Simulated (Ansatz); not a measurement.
# Resistivity from frozen vibrations: Ta(100) with 4 thermally displaced layers, 2x2, part 2 of 2

Aim: the resistivity of Ta at 800 K from frozen thermal displacements between perfect leads.

Ansatz 0.2.0; Ansatz plane-wave DFT, PBE, PAW files; ballistic transport by layer matching (Landauer), zero bias; PAW set soft_1.

So far, open channels per spin nearest the Fermi level: step 2 (with 4 displaced layers) 10.5.

## (3) With 8 displaced layers

Each atom of 8 layers is moved at random, by amounts drawn from a normal law 0.1058 Å wide in each direction from the Debye model (240 K) at 800 K. A fresh draw is used; the growth of the resistance with length is what counts.

System of this step: Ta(100) with 8 thermally displaced layers, 2x2. The cell holds 72 atoms: 72 Ta. Cell: a = 6.605 Å, b = 6.605 Å, c = 29.723 Å, α = 90.0°, β = 90.0°, γ = 90.0°. It derives from Ta. Regions: lead, 40 atoms (40 Ta); scattering region, 32 atoms (32 Ta). The structure is stacked along c, and the current runs across the ab planes.

input.yaml reads:

```yaml
crystal:
  lattice:
    - [6.60512, 0.0, 0.0]
    - [0.0, 6.60512, 0.0]
    - [0.0, 0.0, 29.72304]
  atoms:
    - { symbol: Ta, position: [0.0, 0.0, 0.0277777778] }
    - { symbol: Ta, position: [0.0, 0.5, 0.0277777778] }
    - { symbol: Ta, position: [0.5, 0.0, 0.0277777778] }
    - { symbol: Ta, position: [0.5, 0.5, 0.0277777778] }
    - { symbol: Ta, position: [0.25, 0.25, 0.0833333333] }
    - { symbol: Ta, position: [0.25, 0.75, 0.0833333333] }
    - { symbol: Ta, position: [0.75, 0.25, 0.0833333333] }
    - { symbol: Ta, position: [0.75, 0.75, 0.0833333333] }
    - { symbol: Ta, position: [0.0, 0.0, 0.1388888889] }
    - { symbol: Ta, position: [0.0, 0.5, 0.1388888889] }
    - { symbol: Ta, position: [0.5, 0.0, 0.1388888889] }
    - { symbol: Ta, position: [0.5, 0.5, 0.1388888889] }
    - { symbol: Ta, position: [0.25, 0.25, 0.1944444444] }
    - { symbol: Ta, position: [0.25, 0.75, 0.1944444444] }
    - { symbol: Ta, position: [0.75, 0.25, 0.1944444444] }
    - { symbol: Ta, position: [0.75, 0.75, 0.1944444444] }
    - { symbol: Ta, position: [0.0, 0.0, 0.25] }
    - { symbol: Ta, position: [0.0, 0.5, 0.25] }
    - { symbol: Ta, position: [0.5, 0.0, 0.25] }
    - { symbol: Ta, position: [0.5, 0.5, 0.25] }
    - { symbol: Ta, position: [0.2788638659, 0.2710691852, 0.3068279037] }
    - { symbol: Ta, position: [0.2306416119, 0.7499286406, 0.307892742] }
    - { symbol: Ta, position: [0.7293592514, 0.2563302228, 0.3070859591] }
    - { symbol: Ta, position: [0.7611512517, 0.7310293291, 0.3031997577] }
    - { symbol: Ta, position: [0.9930079015, 0.9812586857, 0.3673036202] }
    - { symbol: Ta, position: [0.992055049, 0.5052703994, 0.3601905394] }
    - { symbol: Ta, position: [0.5253687079, 0.0211534108, 0.3633659773] }
    - { symbol: Ta, position: [0.4646977228, 0.5008335525, 0.3635451752] }
    - { symbol: Ta, position: [0.266084398, 0.2401005546, 0.4231534036] }
    - { symbol: Ta, position: [0.228845468, 0.739401706, 0.4199956378] }
    - { symbol: Ta, position: [0.7507859005, 0.2820801911, 0.4173378339] }
    - { symbol: Ta, position: [0.7398556419, 0.7439510816, 0.412781961] }
    - { symbol: Ta, position: [0.9795303757, 0.0100997783, 0.4742912926] }
    - { symbol: Ta, position: [0.020740036, 0.4879105135, 0.4782357938] }
    - { symbol: Ta, position: [0.4953957817, 0.0252234846, 0.4706814152] }
    - { symbol: Ta, position: [0.4882168738, 0.5040017939, 0.4758944083] }
    - { symbol: Ta, position: [0.2525795231, 0.2406192838, 0.5230027585] }
    - { symbol: Ta, position: [0.2275463429, 0.7580534467, 0.5313013607] }
    - { symbol: Ta, position: [0.7473678479, 0.232787676, 0.5308859882] }
    - { symbol: Ta, position: [0.7294868984, 0.7385759861, 0.5299887297] }
    - { symbol: Ta, position: [0.9639506461, 0.0061900002, 0.5812625718] }
    - { symbol: Ta, position: [0.0017507624, 0.4987871912, 0.5840529023] }
    - { symbol: Ta, position: [0.5111212799, 0.9878502114, 0.588392323] }
    - { symbol: Ta, position: [0.5116326977, 0.5135173818, 0.5874804898] }
    - { symbol: Ta, position: [0.2626178957, 0.2635229253, 0.6391580178] }
    - { symbol: Ta, position: [0.2271417562, 0.7478364519, 0.6361492578] }
    - { symbol: Ta, position: [0.7272063539, 0.254140654, 0.6368647353] }
    - { symbol: Ta, position: [0.7335015753, 0.7332901529, 0.6398445092] }
    - { symbol: Ta, position: [0.0057462581, 0.0211869984, 0.6943949053] }
    - { symbol: Ta, position: [0.0166912417, 0.5224655864, 0.6985392718] }
    - { symbol: Ta, position: [0.462105632, 0.0196846557, 0.6956535619] }
    - { symbol: Ta, position: [0.5067892111, 0.5059474084, 0.695807139] }
    - { symbol: Ta, position: [0.25, 0.25, 0.75] }
    - { symbol: Ta, position: [0.25, 0.75, 0.75] }
    - { symbol: Ta, position: [0.75, 0.25, 0.75] }
    - { symbol: Ta, position: [0.75, 0.75, 0.75] }
    - { symbol: Ta, position: [0.0, 0.0, 0.8055555556] }
    - { symbol: Ta, position: [0.0, 0.5, 0.8055555556] }
    - { symbol: Ta, position: [0.5, 0.0, 0.8055555556] }
    - { symbol: Ta, position: [0.5, 0.5, 0.8055555556] }
    - { symbol: Ta, position: [0.25, 0.25, 0.8611111111] }
    - { symbol: Ta, position: [0.25, 0.75, 0.8611111111] }
    - { symbol: Ta, position: [0.75, 0.25, 0.8611111111] }
    - { symbol: Ta, position: [0.75, 0.75, 0.8611111111] }
    - { symbol: Ta, position: [0.0, 0.0, 0.9166666667] }
    - { symbol: Ta, position: [0.0, 0.5, 0.9166666667] }
    - { symbol: Ta, position: [0.5, 0.0, 0.9166666667] }
    - { symbol: Ta, position: [0.5, 0.5, 0.9166666667] }
    - { symbol: Ta, position: [0.25, 0.25, 0.9722222222] }
    - { symbol: Ta, position: [0.25, 0.75, 0.9722222222] }
    - { symbol: Ta, position: [0.75, 0.25, 0.9722222222] }
    - { symbol: Ta, position: [0.75, 0.75, 0.9722222222] }
kpoints:
  mp_grid: { grid: [4, 4, 1] }
hamiltonian:
  xc: pbe
  pseudopotentials: { kind: paw, azcp: { folder: soft_1 } }
scf:
  occupations: { method: fermi_dirac, width: 0.1 }
output:
  transmission: { leads: [[0, 4]], kmesh: [8, 8], e_range: [-0.05, 0.05], de: 0.05 }
  write_potential: true
  write_density: true
  volumetric_format: npy
```

Command:

```console
$ ansatz run input.yaml --threads 4 --pin off --max-ram 15360MiB --backend cpu --events-out ev --progress --plain --runs-dir out
```

Numbers of over 12 decimals in the logs are rounded to 6 here.

The program printed:

```text
[...]
Crystal: 72 atoms, lattice volume = 1296.745 Å³
Basis set: ecut = 420 eV, 25307 PW (Γ)
Bands: 562, of which v1, the nominal top of the filled ones, is band 468 counted from 1 (467 counted from 0)
Symmetry: 1 space group operations
[...]
k-points: 10 of 16 (time reversal used)
[...]
SCF iter   1: F=—  HF=-715198.404441 eV  |F-HF|=—  |Δ(HF+E_count)|=         —  Δρ=4.33e-2  dr2=5.32e1  ethr=3.10e-3  ⟨swp⟩=5.9  Hψ=22218  notcnv=0  defer=62
[...]
SCF iter   8: F=-715188.837166 eV  HF=-715188.837166 eV  |F-HF|=1.51e-9  |Δ(HF+E_count)|=  3.49e-10  Δρ=6.30e-7  dr2=4.27e-9  ethr=1.07e-11  ⟨swp⟩=10.8  Hψ=14762  notcnv=0
SCF 1 converged in 8 iterations: F = -715188.837166 eV  dr2 = 4.27e-9
[...]
transmission: 186 of 1836 steps passed
transmission: 370 of 1836 steps passed
[...]
transmission: 1836 of 1836 steps passed
SCF converged after 8 iterations
Free energy (F): -715188.837166 eV
[...]
Internal energy: -715185.853909 eV  (E = F + TS)
E sigma→0 (E₀):  -715187.345537 eV
Entropy (-TS):   -2.983257 eV (-41.434 meV/atom)
Fermi energy:    18.563565 eV
[...]
--- Band table (eV; the first three rows and the last of 10) ---
  k-point 0: bands = [... 464 lower, 19.1832, 19.1936, 19.2022, 19.2172, 19.2231, 19.2388, 19.2556, 19.2575, ... 90 higher]
  k-point 1: bands = [... 464 lower, 18.8365, 18.8436, 18.8504, 18.8718, 18.9051, 18.9171, 18.9357, 18.9646, ... 90 higher]
  k-point 2: bands = [... 464 lower, 18.3960, 18.4250, 18.4804, 18.5072, 18.5208, 18.5539, 18.5847, 18.6106, ... 90 higher]
  k-point 9: bands = [... 464 lower, 17.9116, 17.9206, 17.9344, 17.9468, 17.9536, 17.9732, 17.9852, 17.9948, ... 90 higher]
--- Transmission ---
  basis      : 377 plane waves across, 54 finite elements along
  points     : 34, standing for a mesh of 8 x 8
[...]
channels       : 1.048438e1 a spin
[...]
junction   : crystal 0 to crystal 0, 0.70 to 28.77 Å
    transmission   : 5.106291e0 a spin
[...]
```

Elapsed: 12 min, on 4 threads of AMD EPYC 9R14 (Zen 4), shared host; peak memory 8.3 GiB.

This step gave:

```
free energy                                   : -715188.8372 eV
energy at zero smearing                       : -715187.3455 eV
Fermi energy                                  : 18.56 eV
transmission per spin nearest the Fermi level : 5.106
step of the lead's potential                  : 2.7 meV
```

Per spin. Table of transmission, zone mean by energy, zero at the Fermi level:

```csv
energy (eV),"transmission, zone mean"
-0.0500,5.17
0.0000,5.11
0.0500,4.92
```

Over the solved energies the transmission per spin lies between 4.92 and 5.17, out of 10.2 channels of the lead on average (up to 10.5).

## (4) With 12 displaced layers

Each atom of 12 layers is moved at random, by amounts drawn from a normal law 0.1058 Å wide in each direction from the Debye model (240 K) at 800 K. A fresh draw is used; the growth of the resistance with length is what counts.

System of this step: Ta(100) with 12 thermally displaced layers, 2x2. The cell holds 88 atoms: 88 Ta. Cell: a = 6.605 Å, b = 6.605 Å, c = 36.328 Å, α = 90.0°, β = 90.0°, γ = 90.0°. It derives from Ta. Regions: lead, 40 atoms (40 Ta); scattering region, 48 atoms (48 Ta). The structure is stacked along c, and the current runs across the ab planes.

input.yaml reads:

```yaml
crystal:
  lattice:
    - [6.60512, 0.0, 0.0]
    - [0.0, 6.60512, 0.0]
    - [0.0, 0.0, 36.32816]
  atoms:
    - { symbol: Ta, position: [0.0, 0.0, 0.0227272727] }
    - { symbol: Ta, position: [0.0, 0.5, 0.0227272727] }
    - { symbol: Ta, position: [0.5, 0.0, 0.0227272727] }
    - { symbol: Ta, position: [0.5, 0.5, 0.0227272727] }
    - { symbol: Ta, position: [0.25, 0.25, 0.0681818182] }
    - { symbol: Ta, position: [0.25, 0.75, 0.0681818182] }
    - { symbol: Ta, position: [0.75, 0.25, 0.0681818182] }
    - { symbol: Ta, position: [0.75, 0.75, 0.0681818182] }
    - { symbol: Ta, position: [0.0, 0.0, 0.1136363636] }
    - { symbol: Ta, position: [0.0, 0.5, 0.1136363636] }
    - { symbol: Ta, position: [0.5, 0.0, 0.1136363636] }
    - { symbol: Ta, position: [0.5, 0.5, 0.1136363636] }
    - { symbol: Ta, position: [0.25, 0.25, 0.1590909091] }
    - { symbol: Ta, position: [0.25, 0.75, 0.1590909091] }
    - { symbol: Ta, position: [0.75, 0.25, 0.1590909091] }
    - { symbol: Ta, position: [0.75, 0.75, 0.1590909091] }
    - { symbol: Ta, position: [0.0, 0.0, 0.2045454545] }
    - { symbol: Ta, position: [0.0, 0.5, 0.2045454545] }
    - { symbol: Ta, position: [0.5, 0.0, 0.2045454545] }
    - { symbol: Ta, position: [0.5, 0.5, 0.2045454545] }
    - { symbol: Ta, position: [0.2551173128, 0.2442498751, 0.2444607335] }
    - { symbol: Ta, position: [0.2482550848, 0.7371234684, 0.253146404] }
    - { symbol: Ta, position: [0.7453736921, 0.2513373528, 0.2475251859] }
    - { symbol: Ta, position: [0.7418193533, 0.7498152296, 0.2456732561] }
    - { symbol: Ta, position: [0.0048172551, 0.9983006239, 0.2920006666] }
    - { symbol: Ta, position: [0.9615780795, 0.5082195723, 0.294587714] }
    - { symbol: Ta, position: [0.4915087724, 0.9962165832, 0.3007457516] }
    - { symbol: Ta, position: [0.4992021422, 0.5013877211, 0.2911228563] }
    - { symbol: Ta, position: [0.2763919036, 0.2646990106, 0.3440169616] }
    - { symbol: Ta, position: [0.2507637615, 0.7646856621, 0.3419896206] }
    - { symbol: Ta, position: [0.7598238592, 0.2475617273, 0.3366158081] }
    - { symbol: Ta, position: [0.7664832033, 0.7190001474, 0.3402101803] }
    - { symbol: Ta, position: [0.9967233596, 0.9832924108, 0.3881496005] }
    - { symbol: Ta, position: [0.9967905319, 0.4930009632, 0.3878778814] }
    - { symbol: Ta, position: [0.4923647606, 0.0222527508, 0.3873873886] }
    - { symbol: Ta, position: [0.4924007445, 0.4688510672, 0.3825542869] }
    - { symbol: Ta, position: [0.2674120398, 0.2491892759, 0.4309934679] }
    - { symbol: Ta, position: [0.2763264189, 0.7294507664, 0.4301122214] }
    - { symbol: Ta, position: [0.742428706, 0.2593936685, 0.4298853726] }
    - { symbol: Ta, position: [0.7401724757, 0.7242840141, 0.433942701] }
    - { symbol: Ta, position: [0.0129151021, 0.9923680015, 0.4777485196] }
    - { symbol: Ta, position: [0.9792906071, 0.4924411145, 0.4812865556] }
    - { symbol: Ta, position: [0.5021745326, 0.0370141714, 0.4749797164] }
    - { symbol: Ta, position: [0.5092966959, 0.4968678148, 0.478920896] }
    - { symbol: Ta, position: [0.2498844673, 0.2410090844, 0.520199995] }
    - { symbol: Ta, position: [0.2991207595, 0.7487608602, 0.5168529492] }
    - { symbol: Ta, position: [0.7396088152, 0.2608628269, 0.5212708] }
    - { symbol: Ta, position: [0.7717956132, 0.7660593524, 0.5222835261] }
    - { symbol: Ta, position: [0.9924346615, 0.9839021535, 0.5661428882] }
    - { symbol: Ta, position: [0.9763988781, 0.5192955485, 0.5728153647] }
    - { symbol: Ta, position: [0.4798755001, 0.9810683399, 0.5630303265] }
    - { symbol: Ta, position: [0.484558159, 0.450233596, 0.564854478] }
    - { symbol: Ta, position: [0.2707777907, 0.2444620047, 0.6161256789] }
    - { symbol: Ta, position: [0.2421662609, 0.7782075273, 0.614216665] }
    - { symbol: Ta, position: [0.7438799681, 0.2908922063, 0.6126912108] }
    - { symbol: Ta, position: [0.7304348664, 0.753234786, 0.6135232412] }
    - { symbol: Ta, position: [0.0170835109, 0.9852345675, 0.6614349661] }
    - { symbol: Ta, position: [0.0136618234, 0.4893030287, 0.659566422] }
    - { symbol: Ta, position: [0.4866905812, 0.0375820266, 0.6570398235] }
    - { symbol: Ta, position: [0.4927413261, 0.4829242838, 0.6580826937] }
    - { symbol: Ta, position: [0.2499058606, 0.2623006959, 0.7027671702] }
    - { symbol: Ta, position: [0.2470237284, 0.7273065232, 0.7021353176] }
    - { symbol: Ta, position: [0.7941505996, 0.2666816841, 0.7022692473] }
    - { symbol: Ta, position: [0.7285736526, 0.7343702559, 0.7044822713] }
    - { symbol: Ta, position: [0.0005563715, 0.988074651, 0.7462523419] }
    - { symbol: Ta, position: [0.0227878263, 0.5072364209, 0.7489089222] }
    - { symbol: Ta, position: [0.4964648023, 0.9915164297, 0.741447604] }
    - { symbol: Ta, position: [0.50185301, 0.4828488831, 0.7470792846] }
    - { symbol: Ta, position: [0.25, 0.25, 0.7954545455] }
    - { symbol: Ta, position: [0.25, 0.75, 0.7954545455] }
    - { symbol: Ta, position: [0.75, 0.25, 0.7954545455] }
    - { symbol: Ta, position: [0.75, 0.75, 0.7954545455] }
    - { symbol: Ta, position: [0.0, 0.0, 0.8409090909] }
    - { symbol: Ta, position: [0.0, 0.5, 0.8409090909] }
    - { symbol: Ta, position: [0.5, 0.0, 0.8409090909] }
    - { symbol: Ta, position: [0.5, 0.5, 0.8409090909] }
    - { symbol: Ta, position: [0.25, 0.25, 0.8863636364] }
    - { symbol: Ta, position: [0.25, 0.75, 0.8863636364] }
    - { symbol: Ta, position: [0.75, 0.25, 0.8863636364] }
    - { symbol: Ta, position: [0.75, 0.75, 0.8863636364] }
    - { symbol: Ta, position: [0.0, 0.0, 0.9318181818] }
    - { symbol: Ta, position: [0.0, 0.5, 0.9318181818] }
    - { symbol: Ta, position: [0.5, 0.0, 0.9318181818] }
    - { symbol: Ta, position: [0.5, 0.5, 0.9318181818] }
    - { symbol: Ta, position: [0.25, 0.25, 0.9772727273] }
    - { symbol: Ta, position: [0.25, 0.75, 0.9772727273] }
    - { symbol: Ta, position: [0.75, 0.25, 0.9772727273] }
    - { symbol: Ta, position: [0.75, 0.75, 0.9772727273] }
kpoints:
  mp_grid: { grid: [4, 4, 1] }
hamiltonian:
  xc: pbe
  pseudopotentials: { kind: paw, azcp: { folder: soft_1 } }
scf:
  occupations: { method: fermi_dirac, width: 0.1 }
output:
  transmission: { leads: [[0, 4]], kmesh: [8, 8], e_range: [-0.05, 0.05], de: 0.05 }
  write_potential: true
  write_density: true
  volumetric_format: npy
```

The program printed:

```text
[...]
Crystal: 88 atoms, lattice volume = 1584.911 Å³
Basis set: ecut = 420 eV, 30897 PW (Γ)
Bands: 687, of which v1, the nominal top of the filled ones, is band 572 counted from 1 (571 counted from 0)
Symmetry: 1 space group operations
[...]
k-points: 10 of 16 (time reversal used)
[...]
SCF iter   1: F=—  HF=-874128.604843 eV  |F-HF|=—  |Δ(HF+E_count)|=         —  Δρ=4.46e-2  dr2=7.75e1  ethr=3.10e-3  ⟨swp⟩=5.9  Hψ=26834  notcnv=0  defer=100
[...]
SCF iter   8: F=-874115.776991 eV  HF=-874115.776991 eV  |F-HF|=5.24e-9  |Δ(HF+E_count)|=   4.24e-8  Δρ=9.03e-7  dr2=1.30e-8  ethr=8.74e-12  ⟨swp⟩=11.1  Hψ=18129  notcnv=0
SCF 1 converged in 8 iterations: F = -874115.776991 eV  dr2 = 1.30e-8
[...]
transmission: 228 of 2278 steps passed
transmission: 456 of 2278 steps passed
[...]
transmission: 2278 of 2278 steps passed
SCF converged after 8 iterations
Free energy (F): -874115.776991 eV
[...]
Internal energy: -874112.210873 eV  (E = F + TS)
E sigma→0 (E₀):  -874113.993932 eV
Entropy (-TS):   -3.566118 eV (-40.524 meV/atom)
Fermi energy:    18.575223 eV
[...]
--- Band table (eV; the first three rows and the last of 10) ---
  k-point 0: bands = [... 568 lower, 19.2108, 19.2142, 19.2201, 19.2300, 19.2391, 19.2512, 19.2557, 19.2694, ... 111 higher]
  k-point 1: bands = [... 568 lower, 18.8641, 18.8745, 18.8896, 18.8991, 18.9262, 18.9309, 18.9583, 18.9727, ... 111 higher]
  k-point 2: bands = [... 568 lower, 18.4325, 18.4428, 18.4654, 18.4971, 18.5043, 18.5581, 18.5721, 18.5849, ... 111 higher]
  k-point 9: bands = [... 568 lower, 17.9279, 17.9391, 17.9512, 17.9573, 17.9626, 17.9700, 17.9846, 17.9959, ... 111 higher]
--- Transmission ---
  basis      : 377 plane waves across, 67 finite elements along
  points     : 34, standing for a mesh of 8 x 8
[...]
channels       : 1.048438e1 a spin
[...]
junction   : crystal 0 to crystal 0, 0.70 to 35.37 Å
    transmission   : 3.835998e0 a spin
[...]
```

It took 19 min on 4 threads; peak memory 8.7 GiB; 63 min of CPU time.

Numbers from this step:

```yaml
free_energy: -874115.7770 eV
energy_at_zero_smearing: -874113.9939 eV
fermi_energy: 18.58 eV
transmission_per_spin_nearest_the_fermi_level: 3.836
step_of_the_lead_s_potential: 6.8 meV
```

Per spin. Transmission, zone mean against energy, zero at the Fermi level:

```csv
energy (eV),"transmission, zone mean"
-0.0500,3.84
0.0000,3.84
0.0500,3.72
```

Over the solved energies the transmission per spin lies between 3.72 and 3.84, out of 10.2 channels of the lead on average (up to 10.5).

## (5) The fit

This step: Ansatz plane-wave DFT, PBE, PAW files; ballistic transport by layer matching (Landauer), zero bias; resistivity from the slope of the area resistance; PAW set soft_1 (Ansatz 0.2.0).

Numbers from this step:

```yaml
resistivity: 48.61 µΩ cm
intercept: -0.04866 fΩ m²
scatter_about_the_fit: 0.02347 fΩ m²
```

Resistance, by row:

```csv
run,length (Å),T,channels N,RA (fΩ m²)
n4,6.605,6.701,10.21,0.289
n8,13.21,5.065,10.21,0.5603
n12,19.82,3.798,10.21,0.9312
```

Area resistance against length of the displaced region:

```csv
length of the displaced region (Å),area resistance (fΩ m²)
6.61,0.289
13.21,0.560
19.82,0.931
```

The area resistance goes from 0.29 to 0.93 fΩ m² between 6.6 and 19.8 Å, a slope of 49 µΩ cm.

By hand from the end points: (0.9312 − 0.2890) fΩ m² / (19.82 − 6.61) Å = 49 µΩ cm, since 1 fΩ m² per Å is 1000 µΩ cm.

## (6) Results

| Item | Value |
| --- | --- |
| resistivity from the slope | 48.6 µΩ cm |
| area resistance over 6.61 Å | 0.289 fΩ m² |
| area resistance over 13.2 Å | 0.560 fΩ m² |
| area resistance over 19.8 Å | 0.931 fΩ m² |

**Reading.** The slope gives 49 µΩ cm. The points scatter by 0.023 fΩ m² about the line, with one random draw a length in a 2x2 cell, so the slope is a rough value. The mean square of the displacements drawn is 0.78, 0.99 and 1.2 of the nominal one at the three lengths; with each resistance scaled back by that, the slope is 32 µΩ cm, the value used below. Read with a model of isotropic scattering on a spherical Fermi surface and the lead's 1.8×10¹⁵ S/m², this slope means a mean free path near 13 Å; over these lengths the model's slope is within 3 % of its bulk resistivity. Uncorrelated displacements put too much weight on short waves, which scatter strongly; with the sideways repeat of a small cell, one draw and three short lengths, the method is good to a factor of two or three. Spin-orbit coupling is left out, which matters for Ta.

[Logs are printed without paths, hosts, clocks, repeated set-up lines and the standing remarks that a program may print on its own settings, such as how far it seeks lower states.]

[Hosts, paths, dates, database ids (printed as entryN), source tags and the programs' standing remarks are cut or masked in the printed files.]
